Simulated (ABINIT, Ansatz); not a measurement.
# SnGeSe3 (Pm-3m): zone-centre phonons, part 3 of 3

Which modes does SnGeSe3 (Pm-3m) have at the zone centre?

ABINIT 10.8.3; DFT LDA, scalar-relativistic, plane waves, HGH norm-conserving pseudopotentials.

So far. Step 2 (Relaxation): The volume changes by -0.4 % from the cell with which this run began. Step 4 (Zone-centre response): The acoustic modes at Γ come out as far as 1.8 cm⁻¹ from zero, where they should vanish, a small numerical error. The lowest optical mode is imaginary, 113i cm⁻¹, an instability at this level and on this k mesh. The relaxed cell has a = 4.903 Å (conventional setting).

The structure was built from a prototype and need not be the compound's stable phase.

## 5. Zone-centre analysis

anaddb reads the merged derivatives and imposes the acoustic sum rule.

Contents of anaddb.abi:

```
ddb_filepath "gamma_DDB"
output_file "anaddb.abo"
outdata_prefix "anaddb"
asr 1
chneut 1
enunit 2
eivec 1
nph1l 1
qph1l 0.0 0.0 0.0 1.0
```

Contents of mrgddb.in:

```
gamma_DDB
merged
2
dfpt_gammao_DDB
gso_DDB
```

On the command line:

```console
$ mrgddb < mrgddb.in > mrgddb.log
$ OMP_NUM_THREADS=1 anaddb anaddb.abi > anaddb.log
```

anaddb.abo, the main output file:

```text
-outvars_anaddb: echo values of input variables ----------------------

 Miscellaneous information :
      enunit         2
       eivec         1
         asr         1
 First list of wavevector (reduced coord.) :
       nph1l         1
       qph1l
                     0.00000000E+00  0.00000000E+00  0.00000000E+00    1.000E+00

================================================================================

 read the DDB information and perform some checks

  ==== Info on the Cryst% object ====
 Real(R)+Recip(G) space primitive vectors, cartesian coordinates (Bohr,Bohr^-1):
 R(1)=  9.2649812  0.0000000  0.0000000  G(1)=  0.1079333  0.0000000  0.0000000
 R(2)=  0.0000000  9.2649812  0.0000000  G(2)=  0.0000000  0.1079333  0.0000000
 R(3)=  0.0000000  0.0000000  9.2649812  G(3)=  0.0000000  0.0000000  0.1079333
 Unit cell volume ucvol=  7.9530484E+02 bohr^3
 Angles (23,13,12)=  9.00000000E+01  9.00000000E+01  9.00000000E+01 degrees
 Time-reversal symmetry is present
 Reduced atomic positions [iatom, xred, symbol]:
    1)    0.0000000  0.0000000  0.0000000  Sn
    2)    0.5000000  0.5000000  0.5000000  Ge
    3)    0.5000000  0.5000000  0.0000000  Se
    4)    0.5000000  0.0000000  0.5000000  Se
    5)    0.0000000  0.5000000  0.5000000  Se

 DDB file with 3 blocks has been read.

================================================================================

 Treat the first list of vectors

  Phonon wavevector (reduced coordinates) :  0.00000  0.00000  0.00000
 Phonon energies in Hartree :
  -5.138106E-04 -5.138106E-04 -5.138106E-04 -3.463923E-04 -3.463923E-04
  -3.463923E-04 -2.125338E-04 -2.125338E-04 -2.125338E-04  0.000000E+00
   0.000000E+00  0.000000E+00  9.451811E-04  9.451811E-04  9.451811E-04
 Phonon energies in meV     :
- -1.398150E+01 -1.398150E+01 -1.398150E+01 -9.425814E+00 -9.425814E+00
- -9.425814E+00 -5.783338E+00 -5.783338E+00 -5.783338E+00  0.000000E+00
-  0.000000E+00  0.000000E+00  2.571969E+01  2.571969E+01  2.571969E+01
 Phonon frequencies in cm-1    :
- -1.127684E+02 -1.127684E+02 -1.127684E+02 -7.602431E+01 -7.602431E+01
- -7.602431E+01 -4.664577E+01 -4.664577E+01 -4.664577E+01  0.000000E+00
-  0.000000E+00  0.000000E+00  2.074433E+02  2.074433E+02  2.074433E+02
 Phonon frequencies in Thz     :
- -3.380711E+00 -3.380711E+00 -3.380711E+00 -2.279152E+00 -2.279152E+00
- -2.279152E+00 -1.398405E+00 -1.398405E+00 -1.398405E+00  0.000000E+00
-  0.000000E+00  0.000000E+00  6.218993E+00  6.218993E+00  6.218993E+00
 Phonon energies in Kelvin  :
- -1.622486E+02 -1.622486E+02 -1.622486E+02 -1.093820E+02 -1.093820E+02
- -1.093820E+02 -6.711285E+01 -6.711285E+01 -6.711285E+01  0.000000E+00
-  0.000000E+00  0.000000E+00  2.984646E+02  2.984646E+02  2.984646E+02

 Eigendisplacements
 (will be given, for each mode : in cartesian coordinates
   for each atom the real part of the displacement vector,
   then the imaginary part of the displacement vector - absolute values smaller than 1.0d-7 are set to zero)
  Mode number    1   Energy   -5.138106E-04
 Attention : low frequency mode.
   (Could be unstable or acoustic mode)
-  1  0.00000000E+00  0.00000000E+00  1.35607435E-03
-     0.00000000E+00  0.00000000E+00  0.00000000E+00
-  2  0.00000000E+00  0.00000000E+00  6.89648795E-04
-     0.00000000E+00  0.00000000E+00  0.00000000E+00
-  3  0.00000000E+00  0.00000000E+00  6.26073639E-05
-     0.00000000E+00  0.00000000E+00  0.00000000E+00
-  4  0.00000000E+00  0.00000000E+00 -1.36776948E-03
-     0.00000000E+00  0.00000000E+00  0.00000000E+00
-  5  0.00000000E+00  0.00000000E+00 -1.36776948E-03
-     0.00000000E+00  0.00000000E+00  0.00000000E+00
  Mode number    2   Energy   -5.138106E-04
 Attention : low frequency mode.
   (Could be unstable or acoustic mode)
-  1  0.00000000E+00  1.35607435E-03  0.00000000E+00
-     0.00000000E+00  0.00000000E+00  0.00000000E+00
-  2  0.00000000E+00  6.89648795E-04  0.00000000E+00
-     0.00000000E+00  0.00000000E+00  0.00000000E+00
-  3  0.00000000E+00 -1.36776948E-03  0.00000000E+00
-     0.00000000E+00  0.00000000E+00  0.00000000E+00
-  4  0.00000000E+00  6.26073639E-05  0.00000000E+00
-     0.00000000E+00  0.00000000E+00  0.00000000E+00
-  5  0.00000000E+00 -1.36776948E-03  0.00000000E+00
-     0.00000000E+00  0.00000000E+00  0.00000000E+00
  Mode number    3   Energy   -5.138106E-04
 Attention : low frequency mode.
   (Could be unstable or acoustic mode)
-  1  1.35607435E-03  0.00000000E+00  0.00000000E+00
-     0.00000000E+00  0.00000000E+00  0.00000000E+00
-  2  6.89648795E-04  0.00000000E+00  0.00000000E+00
-     0.00000000E+00  0.00000000E+00  0.00000000E+00
-  3 -1.36776948E-03  0.00000000E+00  0.00000000E+00
-     0.00000000E+00  0.00000000E+00  0.00000000E+00
-  4 -1.36776948E-03  0.00000000E+00  0.00000000E+00
-     0.00000000E+00  0.00000000E+00  0.00000000E+00
-  5  6.26073639E-05  0.00000000E+00  0.00000000E+00
-     0.00000000E+00  0.00000000E+00  0.00000000E+00
  Mode number    4   Energy   -3.463923E-04
 Attention : low frequency mode.
   (Could be unstable or acoustic mode)
-  1  0.00000000E+00  0.00000000E+00  0.00000000E+00
-     0.00000000E+00  0.00000000E+00  0.00000000E+00
-  2  0.00000000E+00  0.00000000E+00  0.00000000E+00
-     0.00000000E+00  0.00000000E+00  0.00000000E+00
-  3  0.00000000E+00  0.00000000E+00  0.00000000E+00
-     0.00000000E+00  0.00000000E+00  0.00000000E+00
-  4  0.00000000E+00  0.00000000E+00  1.86380890E-03
-     0.00000000E+00  0.00000000E+00  0.00000000E+00
-  5  0.00000000E+00  0.00000000E+00 -1.86380890E-03
-     0.00000000E+00  0.00000000E+00  0.00000000E+00
  Mode number    5   Energy   -3.463923E-04
 Attention : low frequency mode.
   (Could be unstable or acoustic mode)
-  1  0.00000000E+00  0.00000000E+00  0.00000000E+00
-     0.00000000E+00  0.00000000E+00  0.00000000E+00
-  2  0.00000000E+00  0.00000000E+00  0.00000000E+00
-     0.00000000E+00  0.00000000E+00  0.00000000E+00
-  3  0.00000000E+00  1.86380890E-03  0.00000000E+00
-     0.00000000E+00  0.00000000E+00  0.00000000E+00
-  4  0.00000000E+00  0.00000000E+00  0.00000000E+00
-     0.00000000E+00  0.00000000E+00  0.00000000E+00
-  5  0.00000000E+00 -1.86380890E-03  0.00000000E+00
-     0.00000000E+00  0.00000000E+00  0.00000000E+00
  Mode number    6   Energy   -3.463923E-04
 Attention : low frequency mode.
   (Could be unstable or acoustic mode)
-  1  0.00000000E+00  0.00000000E+00  0.00000000E+00
-     0.00000000E+00  0.00000000E+00  0.00000000E+00
-  2  0.00000000E+00  0.00000000E+00  0.00000000E+00
-     0.00000000E+00  0.00000000E+00  0.00000000E+00
-  3  1.86380890E-03  0.00000000E+00  0.00000000E+00
-     0.00000000E+00  0.00000000E+00  0.00000000E+00
-  4 -1.86380890E-03  0.00000000E+00  0.00000000E+00
-     0.00000000E+00  0.00000000E+00  0.00000000E+00
-  5  0.00000000E+00  0.00000000E+00  0.00000000E+00
-     0.00000000E+00  0.00000000E+00  0.00000000E+00
  Mode number    7   Energy   -2.125338E-04
 Attention : low frequency mode.
   (Could be unstable or acoustic mode)
-  1  0.00000000E+00  0.00000000E+00 -1.22387039E-03
-     0.00000000E+00  0.00000000E+00  0.00000000E+00
-  2  0.00000000E+00  0.00000000E+00  1.88070357E-03
-     0.00000000E+00  0.00000000E+00  0.00000000E+00
-  3  0.00000000E+00  0.00000000E+00  1.01631537E-03
-     0.00000000E+00  0.00000000E+00  0.00000000E+00
-  4  0.00000000E+00  0.00000000E+00 -4.52860511E-04
-     0.00000000E+00  0.00000000E+00  0.00000000E+00
-  5  0.00000000E+00  0.00000000E+00 -4.52860511E-04
-     0.00000000E+00  0.00000000E+00  0.00000000E+00
  Mode number    8   Energy   -2.125338E-04
 Attention : low frequency mode.
   (Could be unstable or acoustic mode)
-  1  0.00000000E+00 -1.22387039E-03  0.00000000E+00
-     0.00000000E+00  0.00000000E+00  0.00000000E+00
-  2  0.00000000E+00  1.88070357E-03  0.00000000E+00
-     0.00000000E+00  0.00000000E+00  0.00000000E+00
-  3  0.00000000E+00 -4.52860511E-04  0.00000000E+00
-     0.00000000E+00  0.00000000E+00  0.00000000E+00
-  4  0.00000000E+00  1.01631537E-03  0.00000000E+00
-     0.00000000E+00  0.00000000E+00  0.00000000E+00
-  5  0.00000000E+00 -4.52860511E-04  0.00000000E+00
-     0.00000000E+00  0.00000000E+00  0.00000000E+00
  Mode number    9   Energy   -2.125338E-04
 Attention : low frequency mode.
   (Could be unstable or acoustic mode)
-  1  1.22387039E-03  0.00000000E+00  0.00000000E+00
-     0.00000000E+00  0.00000000E+00  0.00000000E+00
-  2 -1.88070357E-03  0.00000000E+00  0.00000000E+00
-     0.00000000E+00  0.00000000E+00  0.00000000E+00
-  3  4.52860511E-04  0.00000000E+00  0.00000000E+00
-     0.00000000E+00  0.00000000E+00  0.00000000E+00
-  4  4.52860511E-04  0.00000000E+00  0.00000000E+00
-     0.00000000E+00  0.00000000E+00  0.00000000E+00
-  5 -1.01631537E-03  0.00000000E+00  0.00000000E+00
-     0.00000000E+00  0.00000000E+00  0.00000000E+00
  Mode number   10   Energy    0.000000E+00
 Attention : low frequency mode.
   (Could be unstable or acoustic mode)
-  1  0.00000000E+00  0.00000000E+00 -1.13188133E-03
-     0.00000000E+00  0.00000000E+00  0.00000000E+00
-  2  0.00000000E+00  0.00000000E+00 -1.13185094E-03
-     0.00000000E+00  0.00000000E+00  0.00000000E+00
-  3  0.00000000E+00  0.00000000E+00 -1.13186062E-03
-     0.00000000E+00  0.00000000E+00  0.00000000E+00
-  4  0.00000000E+00  0.00000000E+00 -1.13187542E-03
-     0.00000000E+00  0.00000000E+00  0.00000000E+00
-  5  0.00000000E+00  0.00000000E+00 -1.13187542E-03
-     0.00000000E+00  0.00000000E+00  0.00000000E+00
  Mode number   11   Energy    0.000000E+00
 Attention : low frequency mode.
   (Could be unstable or acoustic mode)
-  1  0.00000000E+00 -1.13188133E-03  0.00000000E+00
-     0.00000000E+00  0.00000000E+00  0.00000000E+00
-  2  0.00000000E+00 -1.13185094E-03  0.00000000E+00
-     0.00000000E+00  0.00000000E+00  0.00000000E+00
-  3  0.00000000E+00 -1.13187542E-03  0.00000000E+00
-     0.00000000E+00  0.00000000E+00  0.00000000E+00
-  4  0.00000000E+00 -1.13186062E-03  0.00000000E+00
-     0.00000000E+00  0.00000000E+00  0.00000000E+00
-  5  0.00000000E+00 -1.13187542E-03  0.00000000E+00
-     0.00000000E+00  0.00000000E+00  0.00000000E+00
  Mode number   12   Energy    0.000000E+00
 Attention : low frequency mode.
   (Could be unstable or acoustic mode)
-  1  1.13188133E-03  0.00000000E+00  0.00000000E+00
-     0.00000000E+00  0.00000000E+00  0.00000000E+00
-  2  1.13185094E-03  0.00000000E+00  0.00000000E+00
-     0.00000000E+00  0.00000000E+00  0.00000000E+00
-  3  1.13187542E-03  0.00000000E+00  0.00000000E+00
-     0.00000000E+00  0.00000000E+00  0.00000000E+00
-  4  1.13187542E-03  0.00000000E+00  0.00000000E+00
-     0.00000000E+00  0.00000000E+00  0.00000000E+00
-  5  1.13186062E-03  0.00000000E+00  0.00000000E+00
-     0.00000000E+00  0.00000000E+00  0.00000000E+00
  Mode number   13   Energy    9.451811E-04
-  1  0.00000000E+00  0.00000000E+00  5.67904959E-05
-     0.00000000E+00  0.00000000E+00  0.00000000E+00
-  2  0.00000000E+00  0.00000000E+00  1.50379802E-03
-     0.00000000E+00  0.00000000E+00  0.00000000E+00
-  3  0.00000000E+00  0.00000000E+00 -2.15166033E-03
-     0.00000000E+00  0.00000000E+00  0.00000000E+00
-  4  0.00000000E+00  0.00000000E+00  3.41709919E-04
-     0.00000000E+00  0.00000000E+00  0.00000000E+00
-  5  0.00000000E+00  0.00000000E+00  3.41709919E-04
-     0.00000000E+00  0.00000000E+00  0.00000000E+00
  Mode number   14   Energy    9.451811E-04
-  1  0.00000000E+00  5.67904959E-05  0.00000000E+00
-     0.00000000E+00  0.00000000E+00  0.00000000E+00
-  2  0.00000000E+00  1.50379802E-03  0.00000000E+00
-     0.00000000E+00  0.00000000E+00  0.00000000E+00
-  3  0.00000000E+00  3.41709919E-04  0.00000000E+00
-     0.00000000E+00  0.00000000E+00  0.00000000E+00
-  4  0.00000000E+00 -2.15166033E-03  0.00000000E+00
-     0.00000000E+00  0.00000000E+00  0.00000000E+00
-  5  0.00000000E+00  3.41709919E-04  0.00000000E+00
-     0.00000000E+00  0.00000000E+00  0.00000000E+00
  Mode number   15   Energy    9.451811E-04
-  1  5.67904959E-05  0.00000000E+00  0.00000000E+00
-     0.00000000E+00  0.00000000E+00  0.00000000E+00
-  2  1.50379802E-03  0.00000000E+00  0.00000000E+00
-     0.00000000E+00  0.00000000E+00  0.00000000E+00
-  3  3.41709919E-04  0.00000000E+00  0.00000000E+00
-     0.00000000E+00  0.00000000E+00  0.00000000E+00
-  4  3.41709919E-04  0.00000000E+00  0.00000000E+00
-     0.00000000E+00  0.00000000E+00  0.00000000E+00
-  5 -2.15166033E-03  0.00000000E+00  0.00000000E+00
-     0.00000000E+00  0.00000000E+00  0.00000000E+00

 Analysis of degeneracies and characters (maximum tolerance=1.00E-06 a.u.)
 For each vibration mode, or group of modes if degenerate,
 the characters are given for each symmetry operation (see the list in the log file).
 Symmetry characters of vibration mode #   1
       degenerate with vibration modes #   2 to    3
  3.0 -3.0 -1.0  1.0 -1.0  1.0 -1.0  1.0  1.0 -1.0 -1.0  1.0  1.0 -1.0 -1.0  1.0
  0.0 -0.0  0.0 -0.0 -0.0  0.0 -0.0  0.0  1.0 -1.0 -1.0  1.0 -1.0  1.0  1.0 -1.0
  0.0 -0.0 -0.0  0.0 -0.0  0.0  0.0 -0.0  1.0 -1.0  1.0 -1.0 -1.0  1.0 -1.0  1.0
 Symmetry characters of vibration mode #   4
       degenerate with vibration modes #   5 to    6
  3.0 -3.0 -1.0  1.0 -1.0  1.0 -1.0  1.0 -1.0  1.0  1.0 -1.0 -1.0  1.0  1.0 -1.0
 -0.0  0.0 -0.0  0.0  0.0 -0.0  0.0 -0.0 -1.0  1.0  1.0 -1.0  1.0 -1.0 -1.0  1.0
 -0.0  0.0  0.0 -0.0  0.0 -0.0 -0.0  0.0 -1.0  1.0 -1.0  1.0  1.0 -1.0  1.0 -1.0
 Symmetry characters of vibration mode #   7
       degenerate with vibration modes #   8 to    9
  3.0 -3.0 -1.0  1.0 -1.0  1.0 -1.0  1.0  1.0 -1.0 -1.0  1.0  1.0 -1.0 -1.0  1.0
  0.0 -0.0  0.0 -0.0 -0.0  0.0 -0.0  0.0  1.0 -1.0 -1.0  1.0 -1.0  1.0  1.0 -1.0
  0.0 -0.0 -0.0  0.0 -0.0  0.0  0.0 -0.0  1.0 -1.0  1.0 -1.0 -1.0  1.0 -1.0  1.0
 Symmetry characters of vibration mode #  10
       degenerate with vibration modes #  11 to   12
  3.0 -3.0 -1.0  1.0 -1.0  1.0 -1.0  1.0  1.0 -1.0 -1.0  1.0  1.0 -1.0 -1.0  1.0
 -0.0  0.0 -0.0  0.0  0.0 -0.0  0.0 -0.0  1.0 -1.0 -1.0  1.0 -1.0  1.0  1.0 -1.0
 -0.0  0.0  0.0 -0.0  0.0 -0.0 -0.0  0.0  1.0 -1.0  1.0 -1.0 -1.0  1.0 -1.0  1.0
 Symmetry characters of vibration mode #  13
       degenerate with vibration modes #  14 to   15
  3.0 -3.0 -1.0  1.0 -1.0  1.0 -1.0  1.0  1.0 -1.0 -1.0  1.0  1.0 -1.0 -1.0  1.0
  0.0 -0.0  0.0 -0.0 -0.0  0.0  0.0 -0.0  1.0 -1.0 -1.0  1.0 -1.0  1.0  1.0 -1.0
  0.0 -0.0 -0.0  0.0  0.0 -0.0  0.0 -0.0  1.0 -1.0  1.0 -1.0 -1.0  1.0 -1.0  1.0
-
```

It took 0.5 s on 1 thread of Arm Neoverse V1, shared host.

No LO-TO term; unit eigenvectors of the mass-weighted matrix, from anaddb's displacements. Modes at Γ, with each element's share of the kinetic energy (negative means imaginary):

```tsv
mode	frequency (cm⁻¹)	symmetry	Sn %	Ge %	Se %
1	-112.8	T1u	40	6	54
2	-112.8	T1u	40	6	54
3	-112.8	T1u	40	6	54
4	-76.0	T2u	0	0	100
5	-76.0	T2u	0	0	100
6	-76.0	T2u	0	0	100
7	-46.6	T1u	32	47	21
8	-46.6	T1u	32	47	21
9	-46.6	T1u	32	47	21
10	0.0	acoustic	28	17	55
11	0.0	acoustic	28	17	55
12	0.0	acoustic	28	17	55
13	207.4	T1u	0	30	70
14	207.4	T1u	0	30	70
15	207.4	T1u	0	30	70
```

Displacements in mode 1 (-112.8 cm⁻¹), the largest set to 1:
```
Sn1  0.00  0.00  0.99
Ge2  0.00  0.00  0.50
Se3  0.00  0.00  0.05
Se4  0.00  0.00 -1.00
Se5  0.00  0.00 -1.00
```

Displacements in mode 13 (207.4 cm⁻¹), the largest set to 1:
```
Sn1  0.00  0.00  0.03
Ge2  0.00  0.00  0.70
Se3  0.00  0.00 -1.00
Se4  0.00  0.00  0.16
Se5  0.00  0.00  0.16
```

The rule moves no optical mode by more than 0.1 cm⁻¹.

## 6. Summary of results

| Quantity | Value |
| --- | --- |
| space group after relaxation | Pm-3m |
| volume per atom | 23.6 Å³ |
| highest optical zone-centre mode (no LO-TO term) | 207.4 cm⁻¹ |
| lowest optical zone-centre mode | -112.8 cm⁻¹ |
| imaginary optical modes at the zone centre (no q mesh in this session) | yes |

What this shows: At the LDA level the optical modes of SnGeSe3 (Pm-3m) at the zone centre run from 113i to 207 cm⁻¹, so the structure is a saddle point, with 9 modes beyond 10i cm⁻¹ there. These are harmonic frequencies at zero temperature: anharmonic shifts and linewidths and thermal expansion are left out. The HGH files keep few electrons and have no core correction, which is cheap but rough for Ge and Sn. In a metal the frequencies hang on the k mesh and the smearing, most of all near Kohn anomalies. The structure is a hypothetical one, built on a prototype.

[Host names and launcher messages were left out of these logs when they were recorded.]

[Logs are printed without paths, hosts, clocks, repeated set-up lines and the standing remarks that a program may print on its own settings, such as how far it seeks lower states.]

[Hosts, paths, dates, database ids (printed as entryN), source tags and the programs' standing remarks are cut or masked in the printed files.]
